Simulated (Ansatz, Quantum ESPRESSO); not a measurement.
# Al chain with one bond drawn out by 0.6 Å: ballistic transmission, part 3 of 4

Aim: the zero-bias transmission with pwcond for this junction: Al chain with one bond drawn out by 0.6 Å.

Quantum ESPRESSO 7.5; plane-wave DFT, PBE, GBRV ultrasoft pseudopotentials; cross-check by Ansatz 0.2.0 with PAW datasets.

So far. Step 2 (Ground state): The run needed 25 iterations to bring the estimated error under 1e-07 Ry; the largest force on any atom, held or free, is 1.80 eV/Å. Step 3 (The open system): At no point does T exceed the number of channels.

## (4) The open system, with nz1 = 3

Level of this step: transmission by pwcond, lead and junction from one cell; plane-wave DFT, PBE, GBRV ultrasoft pseudopotentials (Quantum ESPRESSO).

How much does a setting matter? One run is repeated with a change.

cond.w.in reads:

```
&inputcond
  outdir = './out'
  prefixt = 'scf'
  tran_file = 'cond.w.dat'
  bdl = 0.6400000000
  bds = 3.9200000000
  ikind = 1
  ewind = 4.0
  epsproj = 1e-05
  nz1 = 3
  energy0 = 2.0
  denergy = -0.1
/
1
  0.00000000 0.00000000 1.00000000
41
```

Run with:

```
OMP_NUM_THREADS=1 mpirun -n 2 pwcond.x -in cond.w.in > cond.w.out
```

Output:

```text
[banner, memory and clock lines left out]
Program PWCOND v.7.5 starts
[citation notice left out]

[...]
./out/scf.save/

[...]
negative rho (up, down):  7.913E-06 0.000E+00
     Reading collected, re-writing distributed wavefunctions

===== INPUT FILE containing all the regions =====

     GEOMETRY:

     lattice parameter (alat)  =      14.1729  a.u.
     the volume                =   11160.0582 (a.u.)^3
     the cross section         =     200.8724 (a.u.)^2
     l of the unit cell        =       3.9200 (alat)
     number of atoms/cell      =           12
     number of atomic types    =            1

     crystal axes: (cart. coord. in units of alat)
               a(1) = (  1.0000  0.0000  0.0000 )
               a(2) = (  0.0000  1.0000  0.0000 )
               a(3) = (  0.0000  0.0000  3.9200 )

   Cartesian axes

     site n.     atom                  positions (alat units)
          1        Al     tau(  1)=(  0.5000  0.5000  3.9200  )
          2        Al     tau(  2)=(  0.5000  0.5000  0.3200  )
          3        Al     tau(  3)=(  0.5000  0.5000  0.6400  )
          4        Al     tau(  4)=(  0.5000  0.5000  0.9600  )
          5        Al     tau(  5)=(  0.5000  0.5000  1.2800  )
          6        Al     tau(  6)=(  0.5000  0.5000  1.6000  )
          7        Al     tau(  7)=(  0.5000  0.5000  2.0000  )
          8        Al     tau(  8)=(  0.5000  0.5000  2.3200  )
          9        Al     tau(  9)=(  0.5000  0.5000  2.6400  )
         10        Al     tau( 10)=(  0.5000  0.5000  2.9600  )
         11        Al     tau( 11)=(  0.5000  0.5000  3.2800  )
         12        Al     tau( 12)=(  0.5000  0.5000  3.6000  )

     nr1s                      =           54
     nr2s                      =           54
     nr3s                      =          216
     nr1sx                     =           54
     nr2sx                     =           54
     nr3sx                     =          216
     nr1                       =           60
     nr2                       =           60
     nr3                       =          240
     nr1x                      =           60
     nr2x                      =           60
     nr3x                      =          240

 _______________________________
  Radii of nonlocal spheres:

     type       ibeta     ang. mom.          radius (alat units)
       Al         1         0                    0.1354
       Al         2         1                    0.1354
       Al         3         2                    0.1354
----- General information -----

--- T calc. with identical leads (ikind=1) ---

     nrx                       =           54
     nry                       =           54
     nz1                       =            3

     energy0               =         2.0E+00
     denergy               =        -1.0E-01
     nenergy               =         41
     ecut2d                =         3.4E+01
     ewind                 =         4.0E+00
     epsproj               =         1.0E-05

     number of k_|| points=    1
                       cryst. coord.
        k(    1) = (   0.0000000   0.0000000), wk =   1.0000000
----- Information about left/right lead -----

     nocros                   =            9
     noins                    =            9
     norb                     =           27
     norbf                    =           99
     nrz                      =           35

      iorb      type   ibeta   ang. mom.   m       position (alat)
        1        1       1        0        1   taunew(   1)=(  0.5000  0.5000  0.0000)
        2        1       2        1        1   taunew(   2)=(  0.5000  0.5000  0.0000)
[...]
27        1       3        2        5   taunew(  27)=(  0.5000  0.5000  0.6400)
    k slab    z(k)  z(k+1)     crossing(iorb=1,norb)
    1   0.0000 0.0183 0.0183   111111111000000000000000000
    2   0.0183 0.0366 0.0183   111111111000000000000000000
[...]
35   0.6217 0.6400 0.0183   000000000000000000111111111
----- Information about scattering region -----

     noins                    =           81
     norb                     =           99
     norbf                    =           99
     nrz                      =          181

      iorb      type   ibeta   ang. mom.   m       position (alat)
        1        1       1        0        1   taunew(   1)=(  0.5000  0.5000 -0.0000)
        2        1       2        1        1   taunew(   2)=(  0.5000  0.5000 -0.0000)
[...]
99        1       3        2        5   taunew(  99)=(  0.5000  0.5000  3.2800)
 ngper, shell number =          545          70
 ngper, n2d =          545         123
---  E-Ef =    2.0000000  k =    0.0000000   0.0000000
---  ie =          1  ik =          1
 Nchannels of the left tip =            3
 Right moving states:
   k1(2pi/a)   k2(2pi/a)   E-Ef (eV)
   0.1567788   0.0000076   2.0000000
  -0.3733202   0.0000027   2.0000000
  -0.3733202   0.0000027   2.0000000
 Left moving states:
   k1(2pi/a)   k2(2pi/a)   E-Ef (eV)
  -0.1567788   0.0000076   2.0000000
   0.3733202   0.0000027   2.0000000
   0.3733202   0.0000027   2.0000000

 to transmit
 Band j to band i transmissions and reflections:
    j         i     |T_ij|^2    |R_ij|^2

    1 -->     1     0.67001     0.32999
    1 -->     2     0.00000     0.00000
    1 -->     3     0.00000     0.00000
   Total T_j, R_j =    0.67001  0.32999

    2 -->     1     0.00000     0.00000
    2 -->     2     0.77375     0.03026
    2 -->     3     0.00000     0.19599
   Total T_j, R_j =    0.77375  0.22625

    3 -->     1     0.00000     0.00000
    3 -->     2     0.00000     0.19599
    3 -->     3     0.77375     0.03026
   Total T_j, R_j =    0.77375  0.22625

E-Ef(ev), T(x2 spins) =    2.0000000   4.4350110
---  E-Ef =    1.9000000  k =    0.0000000   0.0000000
---  ie =          2  ik =          1
 Nchannels of the left tip =            3
 Right moving states:
   k1(2pi/a)   k2(2pi/a)   E-Ef (eV)
   0.1477396   0.0000076   1.9000000
  -0.3865730   0.0000027   1.9000000
  -0.3865730   0.0000027   1.9000000
 Left moving states:
   k1(2pi/a)   k2(2pi/a)   E-Ef (eV)
  -0.1477396   0.0000076   1.9000000
   0.3865730   0.0000027   1.9000000
   0.3865730   0.0000027   1.9000000

 to transmit
 Band j to band i transmissions and reflections:
    j         i     |T_ij|^2    |R_ij|^2

    1 -->     1     0.65266     0.34734
    1 -->     2     0.00000     0.00000
    1 -->     3     0.00000     0.00000
   Total T_j, R_j =    0.65266  0.34734

    2 -->     1     0.00000     0.00000
    2 -->     2     0.76830     0.03328
    2 -->     3     0.00000     0.19842
   Total T_j, R_j =    0.76830  0.23170

    3 -->     1     0.00000     0.00000
    3 -->     2     0.00000     0.19842
    3 -->     3     0.76830     0.03328
   Total T_j, R_j =    0.76830  0.23170

E-Ef(ev), T(x2 spins) =    1.9000000   4.3785393
---  E-Ef =    1.8000000  k =    0.0000000   0.0000000
---  ie =          3  ik =          1
 Nchannels of the left tip =            3
 Right moving states:
   k1(2pi/a)   k2(2pi/a)   E-Ef (eV)
   0.1385218   0.0000077   1.8000000
  -0.4001137   0.0000027   1.8000000
  -0.4001137   0.0000027   1.8000000
 Left moving states:
   k1(2pi/a)   k2(2pi/a)   E-Ef (eV)
  -0.1385218   0.0000077   1.8000000
   0.4001137   0.0000027   1.8000000
   0.4001137   0.0000027   1.8000000

 to transmit
 Band j to band i transmissions and reflections:
    j         i     |T_ij|^2    |R_ij|^2

    1 -->     1     0.63251     0.36749
    1 -->     2     0.00000     0.00000
    1 -->     3     0.00000     0.00000
   Total T_j, R_j =    0.63251  0.36749

    2 -->     1     0.00000     0.00000
    2 -->     2     0.76141     0.03549
    2 -->     3     0.00000     0.20310
   Total T_j, R_j =    0.76141  0.23859

    3 -->     1     0.00000     0.00000
    3 -->     2     0.00000     0.20310
    3 -->     3     0.76141     0.03549
   Total T_j, R_j =    0.76141  0.23859

E-Ef(ev), T(x2 spins) =    1.8000000   4.3106405
[... further energies and points left out ...]
---  E-Ef =   -1.8000000  k =    0.0000000   0.0000000
---  ie =         39  ik =          1
 Nchannels of the left tip =            1
 Right moving states:
   k1(2pi/a)   k2(2pi/a)   E-Ef (eV)
  -0.1031259   0.0000078  -1.8000000
 Left moving states:
   k1(2pi/a)   k2(2pi/a)   E-Ef (eV)
   0.1031259   0.0000078  -1.8000000

 to transmit
 Band j to band i transmissions and reflections:
    j         i     |T_ij|^2    |R_ij|^2

    1 -->     1     0.93798     0.06202
   Total T_j, R_j =    0.93798  0.06202

E-Ef(ev), T(x2 spins) =   -1.8000000   1.8759645
---  E-Ef =   -1.9000000  k =    0.0000000   0.0000000
---  ie =         40  ik =          1
 Nchannels of the left tip =            1
 Right moving states:
   k1(2pi/a)   k2(2pi/a)   E-Ef (eV)
  -0.1157747   0.0000078  -1.9000000
 Left moving states:
   k1(2pi/a)   k2(2pi/a)   E-Ef (eV)
   0.1157747   0.0000078  -1.9000000

 to transmit
 Band j to band i transmissions and reflections:
    j         i     |T_ij|^2    |R_ij|^2

    1 -->     1     0.92534     0.07466
   Total T_j, R_j =    0.92534  0.07466

E-Ef(ev), T(x2 spins) =   -1.9000000   1.8506834
---  E-Ef =   -2.0000000  k =    0.0000000   0.0000000
---  ie =         41  ik =          1
 Nchannels of the left tip =            1
 Right moving states:
   k1(2pi/a)   k2(2pi/a)   E-Ef (eV)
  -0.1280199   0.0000078  -2.0000000
 Left moving states:
   k1(2pi/a)   k2(2pi/a)   E-Ef (eV)
   0.1280199   0.0000078  -2.0000000

 to transmit
 Band j to band i transmissions and reflections:
    j         i     |T_ij|^2    |R_ij|^2

    1 -->     1     0.91218     0.08782
   Total T_j, R_j =    0.91218  0.08782

E-Ef(ev), T(x2 spins) =   -2.0000000   1.8243591
   T_tot     2.00000      0.44350E+01
   T_tot     1.90000      0.43785E+01
   T_tot     1.80000      0.43106E+01
   T_tot     1.70000      0.42269E+01
   T_tot     1.60000      0.41232E+01
   T_tot     1.50000      0.39970E+01
   T_tot     1.40000      0.38477E+01
   T_tot     1.30000      0.36755E+01
   T_tot     1.20000      0.34649E+01
   T_tot     1.10000      0.33234E+01
   T_tot     1.00000      0.30965E+01
   T_tot     0.90000      0.28072E+01
   T_tot     0.80000      0.26698E+01
   T_tot     0.70000      0.27016E+01
   T_tot     0.60000      0.27275E+01
   T_tot     0.50000      0.27451E+01
   T_tot     0.40000      0.27772E+01
   T_tot     0.30000      0.28681E+01
   T_tot     0.20000      0.30554E+01
   T_tot     0.10000      0.33184E+01
   T_tot    -0.00000      0.35120E+01
   T_tot    -0.10000      0.34140E+01
   T_tot    -0.20000      0.29616E+01
   T_tot    -0.30000      0.23364E+01
   T_tot    -0.40000      0.00000E+00
   T_tot    -0.50000      0.00000E+00
   T_tot    -0.60000      0.00000E+00
   T_tot    -0.70000      0.00000E+00
   T_tot    -0.80000      0.00000E+00
   T_tot    -0.90000      0.00000E+00
   T_tot    -1.00000      0.00000E+00
   T_tot    -1.10000      0.00000E+00
   T_tot    -1.20000      0.00000E+00
   T_tot    -1.30000      0.00000E+00
   T_tot    -1.40000      0.19404E+01
   T_tot    -1.50000      0.19346E+01
   T_tot    -1.60000      0.19192E+01
   T_tot    -1.70000      0.18992E+01
   T_tot    -1.80000      0.18760E+01
   T_tot    -1.90000      0.18507E+01
   T_tot    -2.00000      0.18244E+01

[...]
```

It took 2.1 min on 2 MPI ranks of Arm Neoverse V2, shared host; peak memory 0.3 GiB; 4.1 min of CPU time.

The changed values were drawn from a wide range, not chosen for quality; the comparison shows what they did here together.

Beside the run it was changed from:

```
                                  quantity  this run  unchanged run  difference
 transmission at the Fermi level, one spin     1.756          1.756      1.9e-4
lead channels at the Fermi level, one spin         2              2           0
                             wall time (s)       124            138
```

Over all energies T moves by up to 2.6e-4, at -1.4 eV.

The physical values in this table stay within 0.05 %.

[end of part 3 of 4]

[Logs are printed without paths, hosts, clocks, repeated set-up lines and the standing remarks that a program may print on its own settings, such as how far it seeks lower states.]

[Hosts, paths, dates, database ids (printed as entryN), source tags and the programs' standing remarks are cut or masked in the printed files.]

[Maps of the electrostatic potential energy from Ansatz leave out the sawtooth potential of an applied field or a dipole correction, so their vacuum need not be flat; planar profiles and work functions include it.]
